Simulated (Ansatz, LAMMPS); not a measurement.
# Localised basis functions on aqueous H3O+ and Cl-, 0.8 mol of acid per kg of water at 280 K (206 atoms)

Aim: test how closely localised support functions follow the reference on aqueous H3O+ and Cl-, 0.8 mol of acid per kg of water at 280 K (206 atoms), and at what cost. A setting counts as converged where the r.m.s. difference of forces stays under 1 % of the r.m.s. force.

Main program and level: Ansatz 0.2.0; Kohn-Sham DFT, PBEsol, PAW (set soft_2), plane waves.

## 1. The structure

The cell holds 206 atoms: 68 O, 137 H and 1 Cl. Its edges and angles: a = 12.740 Å, b = 12.740 Å, c = 12.740 Å, α = 90.0°, β = 90.0°, γ = 90.0°. 67 H2O, 1 H3O+, 1 Cl- placed at random, at 1.01 g/cm³; overlaps pushed apart, then 10 ps at 420 K with Joung-Cheatham ions (J. Phys. Chem. B 112, 9020 (2008)); MMFF94 bonds, angles, torsions, charges and radii (Halgren, J. Comput. Chem. 17, 490 (1996)) in harmonic and 12-6 forms; SPC/E water (Berendsen, Grigera and Straatsma, J. Phys. Chem. 91, 6269 (1987)). Snapshot after 20 ps at 280 K and fixed volume.

What the set-up can't give: The network of contacts between molecules at the start is that of the classical potential that made the cell, and needn't be the one that DFT or experiment would give. The functional has no dispersion term, which matters for the binding between molecules or layers. The density was typed from a rule of thumb and may lie off the real one at this temperature. Sampling is at Γ alone, for a cell whose shortest periodic width is 13 Å.

## 2. The classical run that made the cell

A classical potential makes the cell, at a small fraction of what the same run would cost in DFT.

This step: classical MD, Joung-Cheatham ions (J. Phys. Chem. B 112, 9020 (2008)); MMFF94 bonds, angles, torsions, charges and radii (Halgren, J. Comput. Chem. 17, 490 (1996)) in harmonic and 12-6 forms; SPC/E water (Berendsen, Grigera and Straatsma, J. Phys. Chem. 91, 6269 (1987)) (LAMMPS 22 Jul 2025 - Update 4).

The input, in.lmp:

```
# aqueous H3O+ and Cl-, 0.8 mol of salt per kg of water
units real
atom_style full
boundary p p p
bond_style harmonic
angle_style harmonic
dihedral_style opls
improper_style harmonic
special_bonds lj 0 0 0.5 coul 0 0 0.75
read_data data.lmp
neigh_modify delay 0 every 1 check yes one 4000
comm_modify cutoff 12.0
timestep 0.5
thermo_style custom step time temp pe press density
thermo_modify norm yes
# push overlapping molecules apart
pair_style soft 2.6
pair_coeff * * 0.0
variable a equal ramp(1,60)
fix ad all adapt 1 pair soft a * * v_a
velocity all create 420 785811 mom yes dist gaussian
fix lim all nve/limit 0.03
fix lan all langevin 420 420 50 785812 zero yes
thermo 1000
run 3000 post no
unfix ad
pair_style lj/cut/coul/long 9.0
pair_modify mix arithmetic tail yes
pair_coeff 1 1 0.0763 3.3270   # O
pair_coeff 2 2 0.0100 1.2000   # H
pair_coeff 3 3 0.1553 3.1660   # O
pair_coeff 4 4 0.0000 1.0000   # H
pair_coeff 5 5 0.0128 4.8305   # Cl
kspace_style pppm 1.0e-4
# [... 18 lines left out ...]
compute msd all msd com yes
thermo 5000
fix md all nvt temp 280 280 100
run 20000 post no
print "== T280: mean square displacement over the hold $(c_msd[4]:%.2f) A^2"
unfix md
uncompute msd
write_dump all custom T280.dump id type xs ys zs modify sort id
```

Command:

```bash
$ lmp -in in.lmp -log none -nocite
```

Numbers of over 12 decimals in the logs are rounded to 6 here.

What it wrote:

```text
LAMMPS (22 Jul 2025 - Update 4)
Reading data file ...
  orthogonal box = (0 0 0) to (12.74011 12.74011 12.74011)
  206 atoms
  orthogonal box = (0 0 0) to (12.74011 12.74011 12.74011)
  137 bonds
  70 angles
   Step          Time           Temp          PotEng         Press         Density
         0   0              420            0.22783025     9738.2139      1.0129994
      1000   500            423.96166      0.9817992      33311.056      1.0129994
      2000   1000           392.11856      0.90887168     49527.31       1.0129994
      3000   1500           386.28528      0.82178158     43819.562      1.0129994
Loop time of 0.347778 s on 1 MPI rank(s) for 3000 steps with 206 atoms
PPPM initialization ...
  G vector (1/distance) = 0.30143499
  grid = 8 8 8
  estimated relative force accuracy = 6.8619686e-05
   Step          Time           Temp          PotEng         Press         Density
      3000   1500           386.28528      0.64790211     42630.489      1.0129994
      3100   1550           386.28528     -4.819821      -4741.4934      1.0129994
      3200   1600           386.28528     -5.1044307     -674.11925      1.0129994
      3300   1650           386.28528     -5.2095008      1208.0396      1.0129994
Loop time of 1.02948 s on 1 MPI rank(s) for 300 steps with 206 atoms
Minimization stats:
  Stopping criterion = max iterations
  Energy initial, next-to-last, final =
     0.647902106491894  -5.20834319295791  -5.20950076925118
  Force two-norm initial, final = 845.65628 29.400222
  Iterations, force evaluations = 300 591
   Step          Time           Temp          PotEng         Press         Density
         0   0              420           -5.2095008      1663.469       1.0129994
      1000   500            412.34168     -3.9131671     -4583.0125      1.0129994
      2000   1000           396.80369     -3.9237944     -3798.333       1.0129994
Loop time of 2.42081 s on 1 MPI rank(s) for 2000 steps with 206 atoms
   Step          Time           Temp          PotEng         Press         Density
      2000   1000           589.45476     -4.5415316      6760.2546      1.0129994
[... 5 lines left out ...]
Loop time of 12.8964 s on 1 MPI rank(s) for 10000 steps with 206 atoms
   Step          Time           Temp          PotEng         Press         Density
[... 4 lines left out ...]
Loop time of 6.41225 s on 1 MPI rank(s) for 5000 steps with 206 atoms
   Step          Time           Temp          PotEng         Press         Density
[... 2 lines left out ...]
     25000   24000          260.92657     -4.6177046     -2515.0274      1.0129994
     30000   29000          258.82166     -4.592084      -303.91966      1.0129994
     35000   34000          268.51691     -4.4876163     -1431.4629      1.0129994
     37000   36000          266.23564     -4.5321877     -2432.5805      1.0129994
Loop time of 25.1581 s on 1 MPI rank(s) for 20000 steps with 206 atoms
== T280: mean square displacement over the hold 13.51 A^2
```

Elapsed: 48 s, on 1 thread of Arm Neoverse N1, shared host; peak memory 0.12 GiB.

The input also reads data.lmp (atoms, bonds and types; not printed here).

## 3. Plane-wave single point

The first run fixes the reference, at a cutoff of 420 eV.

The input, input.yaml:

```yaml
crystal:
  lattice:
    - [12.74011, 0.0, 0.0]
    - [0.0, 12.74011, 0.0]
    - [0.0, 0.0, 12.74011]
  atoms:
    - { symbol: O, position: [0.39241, 0.48883, 0.14997] }
    - { symbol: H, position: [0.46086, 0.51865, 0.12827] }
    - { symbol: H, position: [0.34676, 0.49929, 0.08843] }
    - { symbol: H, position: [0.35812, 0.54746, 0.19111] }
    - { symbol: O, position: [0.51365, 0.28742, 0.67234] }
    - { symbol: H, position: [0.49131, 0.33169, 0.73318] }
    - { symbol: H, position: [0.58439, 0.25668, 0.68693] }
    - { symbol: O, position: [0.03731, 0.09216, 0.61208] }
    - { symbol: H, position: [0.05103, 0.1592, 0.57362] }
    - { symbol: H, position: [0.01912, 0.1081, 0.68676] }
    - { symbol: O, position: [0.64948, 0.97298, 0.00142] }
    - { symbol: H, position: [0.64489, 0.01281, 0.93394] }
    - { symbol: H, position: [0.69851, 0.00993, 0.05032] }
    - { symbol: O, position: [0.65608, 0.17157, 0.8276] }
    - { symbol: H, position: [0.58476, 0.17814, 0.85971] }
    - { symbol: H, position: [0.71019, 0.19642, 0.87874] }
    - { symbol: O, position: [0.86133, 0.80875, 0.25357] }
    - { symbol: H, position: [0.79552, 0.79218, 0.293] }
    - { symbol: H, position: [0.88126, 0.88361, 0.2662] }
    - { symbol: O, position: [0.23013, 0.67461, 0.42763] }
    - { symbol: H, position: [0.25662, 0.60129, 0.43679] }
    - { symbol: H, position: [0.19111, 0.69658, 0.49209] }
    - { symbol: O, position: [0.07861, 0.3063, 0.11531] }
    - { symbol: H, position: [0.1494, 0.27305, 0.10866] }
    - { symbol: H, position: [0.02416, 0.25041, 0.12387] }
    - { symbol: O, position: [0.19208, 0.39775, 0.30217] }
    - { symbol: H, position: [0.16234, 0.35649, 0.24239] }
    - { symbol: H, position: [0.13683, 0.40792, 0.35699] }
    - { symbol: O, position: [0.44464, 0.93447, 0.00223] }
    - { symbol: H, position: [0.52193, 0.9476, 0.00597] }
    - { symbol: H, position: [0.41906, 0.90883, 0.07186] }
    - { symbol: O, position: [0.99823, 0.33716, 0.9076] }
    [... 168 atom lines left out ...]
    - { symbol: H, position: [0.90666, 0.10257, 0.12035] }
    - { symbol: H, position: [0.02204, 0.05025, 0.13978] }
    - { symbol: O, position: [0.78348, 0.27237, 0.95154] }
    - { symbol: H, position: [0.85685, 0.29015, 0.93006] }
    - { symbol: H, position: [0.77406, 0.28798, 0.02789] }
    - { symbol: Cl, position: [0.79372, 0.31883, 0.19213] }
kpoints:
  mp_grid: { grid: [1, 1, 1] }
hamiltonian:
  xc: pbesol
scf:
  occupations: { method: fixed }
output:
  forces: true
  stress: true
  populations: true
  dos:
    method: { smearing: { sigma: 0.15 } }
    de: 0.1
    projected: { site_lists: { Cl: [Cl], H: [H], O: [O] } }
  eigenvalues: true
  write_density: true
  write_potential: true
  volumetric_format: npy
```

Command:

```bash
$ ansatz run input.yaml --threads 8 --pin off --max-ram 15872MiB --backend cpu --events-out ev --progress --plain --runs-dir out
```

What it wrote:

```text
Engine: ansatz 0.2.0, aarch64-unknown-linux-gnu
Pseudopotentials: kind: paw
Pseudopotential: O, paw, valence charge 6, recommended cutoff 420 eV (normal), O.paw.azcp
Pseudopotential: H, paw, valence charge 1, recommended cutoff 420 eV (normal), H.paw.azcp
Pseudopotential: Cl, paw, valence charge 7, recommended cutoff 420 eV (normal), Cl.paw.azcp
[... 3 lines on functional and potentials left out ...]
Crystal: 206 atoms, lattice volume = 2067.852 Å³
Basis set: ecut = 420 eV, 40483 PW (Γ), exchange–correlation on 180×180×180 points (8 copies of the dense FFT grid, shifted against one another)
Bands: 482, of which v1, the nominal top of the filled ones, is band 276 counted from 1 (275 counted from 0)
Symmetry: 1 space group operations
Space group: P1 (ITA 1), of the structure as read, at distance tolerance 1.3e-4 Å
k-points: 1
[... 9 lines on functional and potentials left out ...]
Initial density: superposition of atomic densities (neutral atoms: chi_scale 0, normalization atom), corrected by the library's trained network
Initial wavefunctions: pseudopotential atomic-orbital guess
Functional: x = pbesol(κ = 0.804, μ = 0.123457), c = pbesol(β = 0.046)
SCF iter   1: F=—  HF=-41373.675580 eV  |F-HF|=—  |Δ(HF+E_count)|=         —  Δρ=5.96e-3  dr2=5.65e-1  ethr=1.77e-3  ⟨swp⟩=5.0  Hψ=1700  notcnv=0  defer=203
preconditioner: auto → Resta (q_TF=auto, 2.189 Å⁻¹)  ε∞=2.2  [insulator: Δε(μ)=4.077 eV  Ē_g=17.592 eV  n_scr=364 (ndim 8)  ℏωp=19.2 eV  f_vac=0.266  ε∞_Penn≈2.2]
SCF iter   2: F=—  HF=-41373.499161 eV  |F-HF|=—  |Δ(HF+E_count)|=   1.76e-1  Δρ=2.33e-3  dr2=8.10e-2  ethr=1.02e-4  ⟨swp⟩=2.0  Hψ=775  notcnv=0  defer=204
SCF iter   3: F=—  HF=-41373.477175 eV  |F-HF|=—  |Δ(HF+E_count)|=   2.20e-2  Δρ=1.03e-3  dr2=2.11e-2  ethr=1.47e-5  ⟨swp⟩=3.0  Hψ=557  notcnv=0  defer=204
SCF iter   4: F=—  HF=-41373.476812 eV  |F-HF|=—  |Δ(HF+E_count)|=   3.63e-4  Δρ=2.33e-4  dr2=1.11e-3  ethr=3.81e-6  ⟨swp⟩=3.0  Hψ=494  notcnv=0  defer=204
SCF iter   5: F=—  HF=-41373.477136 eV  |F-HF|=—  |Δ(HF+E_count)|=   3.23e-4  Δρ=1.53e-4  dr2=3.93e-4  ethr=2.02e-7  ⟨swp⟩=2.0  Hψ=561  notcnv=0  defer=204
SCF iter   6: F=—  HF=-41373.477161 eV  |F-HF|=—  |Δ(HF+E_count)|=   2.54e-5  Δρ=3.28e-5  dr2=2.33e-5  ethr=7.11e-8  ⟨swp⟩=2.0  Hψ=559  notcnv=0  defer=201
SCF iter   7: F=—  HF=-41373.477642 eV  |F-HF|=—  |Δ(HF+E_count)|=   4.81e-4  Δρ=1.10e-5  dr2=2.21e-6  ethr=4.22e-9  ⟨swp⟩=2.0  Hψ=690  notcnv=0  defer=200
SCF iter   8: F=—  HF=-41373.477644 eV  |F-HF|=—  |Δ(HF+E_count)|=   2.36e-6  Δρ=6.21e-6  dr2=6.06e-7  ethr=4.01e-10  ⟨swp⟩=2.0  Hψ=559  notcnv=0  defer=200
SCF iter   9: F=-41373.477645 eV  HF=-41373.477645 eV  |F-HF|=2.99e-8  |Δ(HF+E_count)|=   2.11e-7  Δρ=1.53e-6  dr2=5.11e-8  ethr=1.81e-11  ⟨swp⟩=19.0  Hψ=4640  notcnv=0
SCF 1 converged in 9 iterations: F = -41373.477645 eV  dr2 = 5.11e-8
  greatest PAW one-centre occupation: 0.903 electrons in one spin orbital (limit 2), on the Cl atom at site 205 (counted from 0), in its partial waves of l = 0
WARN: The input density's exchange-correlation potential varies sharply where the density is thin. Do not read a vacuum level from v_tot or v_xc, or from such a field of the output density. On a cell that repeats whose density bears no net charge and no dipole along the vacuum's axis use v_es (v_loc + v_h of the components); [...]
SCF converged after 9 iterations
Free energy (F): -41373.477645 eV
Harris-Foulkes:  -41373.477645 eV  (|F-HF|=2.99e-8)
Internal energy: -41373.477645 eV  (E = F + TS)
E sigma→0 (E₀):  -41373.477645 eV
Fermi energy:    -2.220413 eV
--- Per-component energies (eV) ---
  E_band       = -5283.667213
  E_kinetic    = 13837.880409
  E_local      = -43537.642466  (includes V_loc(G=0)·N_el)
  E_nonlocal   = 3549.176396
  E_hartree    = 15674.635382
  E_xc         = -6178.567446
  E_vxc        = -7927.190338  (∫ρ·V_xc dr)
  E_paw        = -11108.057502  (= ΣΔE_a)
  E_vpaw       = -2555.187729  (= ΣTr[D̂ρ^β])
  E_aug_tail   = 0.015067  (compensation charges beyond the density's cutoff)
  E_ewald      = -13613.395493
  E_core_change = 2.478010  (= ΣΔE_core)
  E_smearing   = -0.000000  (= −TS)
  E_closure    = 0.000000  (closes the sum)
  Σ components = -41373.477645   (vs F -41373.477645, Δ=0.00e0)
--- Forces (eV/Å), atoms counted from 1 ---
  atom   1  O      0.17199033     0.15435650     0.50110847
  atom   2  H      0.43921424    -0.06889958    -0.00437231
  atom   3  H     -1.07201572    -0.62613957    -1.90154967
  atom   4  H     -0.30110137     0.92283127     0.94770787
  atom   5  O      0.41371742     0.14198591     0.22553373
  atom   6  H      0.59692395    -0.36304288    -0.11404879
  atom   7  H     -1.11341014     0.45860760     0.28638245
  atom   8  O      0.07780880    -0.47154366    -0.62986320
  atom   9  H     -0.12509214    -0.15179211     0.86249545
  atom  10  H      0.32034397     0.63175021    -0.25408860
  atom  11  O     -0.07215335     0.43769991    -0.63933566
  atom  12  H      0.49216517    -0.21950497     0.84637399
  atom  13  H     -0.24678163     0.01256391    -0.33335600
  atom  14  O     -0.51281280    -0.73885373    -0.22657106
[...]
atom 205  H      0.60951213    -0.04378581    -0.69621866
  atom 206  Cl    -0.29788458     0.19338046     0.06001448
  max |Σ_I F_I| component: 4.74e-5 eV/Å
--- Stress (GPa, compression-positive) ---
       -3.253603       0.141004       0.077750
        0.141004      -2.553283      -0.140134
        0.077750      -0.140134      -2.225273
  P = ⅓ Tr σ = -2.6774 GPa (-26.774 kbar)
--- Band table (eV) ---
  k-point 0: bands = ["-23.9063", "-21.9921", "-21.8481", "-21.7294", [... 466 levels ...], "10.9128", "10.9274", "10.9943", "11.0044", "11.0514", "11.0671", "11.0911", "11.1042", "11.1475", "11.1667", "11.2027", "11.2517"]
--- Löwdin populations: 206 sites ---
  site symbol       q [e]
     0      O      6.4839
     1      H      0.5689
     2      H      0.5792
[...]
205     Cl      7.5355
  spilling = 0.010800 (of n_electrons = 552.000000)
```

Wall time 38 s (8 threads of Arm Neoverse N1, shared host); peak memory 2.9 GiB.

In the SCF lines HF is the Harris–Foulkes energy and dr2 the Hartree energy of the density residual, in eV; the loop may stop once dr2 is under the threshold and the program's other checks hold. Hψ counts applications of the Hamiltonian.

The program notes that the exchange-correlation potential is rough where the density is thin.

Numbers from this run:

* free energy: -41373.4776 eV
* free energy per atom: -200.8421 eV/atom
* SCF cycles: 9
* pressure: -2.677 GPa
* r.m.s. force component: 0.4797 eV/Å
* longest force: 2.271 eV/Å
* Fermi energy: -2.22 eV
* gap (highest filled to lowest empty level): 4.029 eV
* spilling of the projection: 0.0108

Neighbours are counted within 1.21 Å (H-O).

Length of the force by element and coordination:

```csv
element,coordination,atoms,mean length of the force (eV/Å),spread,least,most
Cl,all,1,0.360,0,0.360,0.360
H,all,137,0.838,0.330,0.210,2.27
O,all,68,0.623,0.258,0.0623,1.30
O,2,67,0.624,0.260,0.0623,1.30
O,3,1,0.552,0,0.552,0.552
```

Löwdin charges by element and coordination (they lack the spilled electrons, 0.029 e an atom on average):

```csv
element,coordination,atoms,mean charge (e),spread,least,most
Cl,all,1,-0.535,0,-0.535,-0.535
H,all,137,0.390,0.0126,0.354,0.431
O,all,68,-0.691,0.0354,-0.751,-0.484
O,2,67,-0.694,0.025,-0.751,-0.635
O,3,1,-0.484,0,-0.484,-0.484
```

States in the cell by windows of 1 eV, zero at the Fermi level; the larger projections on atomic orbitals stand beside the total:

```csv
from (eV),to (eV),total,O p,H s,O s
-18,-17,26.1,0.6,5.7,19.6
-17,-14,0.0,0.0,0.0,0.0
-14,-13,1.9,0.0,0.1,0.0
-13,-12,0.1,0.0,0.0,0.0
-12,-9,0.0,0.0,0.0,0.0
-9,-8,2.7,1.9,0.7,0.0
-8,-7,54.1,37.2,15.9,0.1
-7,-6,72.0,50.1,20.8,0.2
-6,-5,9.2,6.5,2.6,0.0
-5,-4,27.0,21.0,2.9,2.8
-4,-3,48.0,38.6,3.9,4.6
-3,-2,52.6,45.4,2.3,3.9
-2,-1,78.0,71.2,0.7,0.9
-1,0,68.7,67.1,0.3,0.1
0,1,1.8,1.7,0.0,0.0
1,3,0.0,0.0,0.0,0.0
3,4,0.9,0.0,0.6,0.2
4,5,2.6,0.2,1.6,0.5
```

With fixed occupations the program's Fermi level is the highest filled level; weight inside the gap is the broadening of levels at its edges.

Between -22 and -18 eV lie 110 more states.

The levels nearest the highest filled one (over half full), pooled over k-points and spins:

```csv
level less the highest filled one (eV),occupation
-0.364,2
-0.304,2
-0.283,2
-0.0772,2
-0.0619,2
0,2
4.03,0
4.95,0
5.28,0
5.31,0
5.40,0
5.52,0
```

Valence density in the ab plane at fractional z = 0.180, with atoms of H and O and Cl within 0.2 Å of it. It is the smooth field of the valence electrons, not physical close to the nuclei.

Ten steps, logarithmic in the rise over the least value, from '0' (0.0 e/Å³) to '9' (6.1 e/Å³), each cell a mean:
```
4677421000001222110000000000010000002
5899631000013565320000000000000000013
4787521000135898530000000000011121112
3564210000124787421000001112222333212
2221100000012343210000023455433443222
4321000001233211000011135775422233455
6531000123565310011233335665311112456
6531000246876310124566523343200001245
4311000247875311134665421111100000123
3210000124544332223443210000000000123
5321000001124665432211100000000001356
8652100000014788642100000000000013589
7652100000013688631100000001111114678
3321111000001344310000000011233223554
1122211110000111100000000123565532221
1244432110000000000000001135766753110
2355432111222110000000001135766753110
2334321124676321000000000124566532101
1221111136998642112211000012333211011
2110000135897653356542100013442111122
4310000013444433589863100125664312234
4321000001111112589863100136887422234
3321000000000001245652100135787421123
2332100000000000112331000013454210011
```
Columns run along a (12.7 Å), rows up along b (12.7 Å). Atoms in or near the plane, at fractional coordinates: H at (0.36, 0.55), H at (0.04, 0.48), H at (0.92, 0.44), H at (0.31, 0.72), H at (0.95, 0.74), O at (0.06, 0.92), H at (0.04, 0.85), H at (0.57, 0.67), O at (0.49, 0.12), H at (0.52, 0.05), O at (0.29, 0.20), H at (0.36, 0.17), Cl at (0.79, 0.32).

Electrostatic potential energy in the ab plane at fractional z = 0.180, with atoms of H and O and Cl within 0.2 Å of it. With pseudopotentials it is smooth inside the atoms' cores, unlike the true potential.

Values in eV, 13 rows by 16 columns, each cell a mean:
```
-13 -18   2   4   4   3   1   4   2   3   4   4   3   3   4   4
-17 -17   3   4   3  -9 -26   1   4   4   4   3   3   4   3   3
 -2   1   4   4   3   2   1   4   4   4   2  -6  -6   3   2  -2
 -2   5   5   4  -8 -15   3   4   1  -6  -1  -7   2   4   0 -14
 -1   5   5   3 -18  -5   4   4  -7 -11   2   2   3   4   4   0
  0   3   4   5   3 -10 -10   1   3   3   3   3   4   3   4  -1
-24  -8   3   4   3  -5 -28  -5   3   4   4   3   3   3  -5 -27
  1   2   3   3   4   4   3   4   4   4   4   3  -1  -1  -7  -5
  3   0   1   2   5   5   5   4   4   3   4  -1 -30 -26   1   3
  0   1   2   3  -9  -5   3   4   3   3   3   2 -12  -9   3   3
  3   3   4   3 -19 -24  -9  -4  -6   2   3   0 -10   2   3   3
  0   3   4   5   5   3   2 -19 -26   1   3  -1 -25  -5   1   1
 -2   2   4   5   5   4   5   1 -15  -1   4   3 -11  -4   3   3
```
Columns run along a (12.7 Å; values clipped at the 3rd and 97th percentile), rows up along b (12.7 Å). Atoms in or near the plane, at fractional coordinates: H at (0.36, 0.55), H at (0.04, 0.48), H at (0.92, 0.44), H at (0.31, 0.72), H at (0.95, 0.74), O at (0.06, 0.92), H at (0.04, 0.85), H at (0.57, 0.67), O at (0.49, 0.12), H at (0.52, 0.05), O at (0.29, 0.20), H at (0.36, 0.17), Cl at (0.79, 0.32).

Mean Löwdin charges: Cl -0.54, H +0.39, O -0.69 e (they miss 1.1 % of the electrons, so they add up to more than the cell's charge). The largest share in the top eV of filled states is O p (99 % of the projected weight), and in the lowest eV of empty states H s (70 % of the projected weight).

[end of part 1 of 2]

[Logs are printed without paths, hosts, clocks, repeated set-up lines and the standing remarks that a program may print on its own settings, such as how far it seeks lower states.]

[Hosts, paths, dates, database ids (printed as entryN), source tags and the programs' standing remarks are cut or masked in the printed files.]

[The MMFF94 radii named for the starting cell were scaled by 0.96; in molecules described by MMFF94, hydrogen bound to N, O or S took a small fixed 12-6 site in their place.]
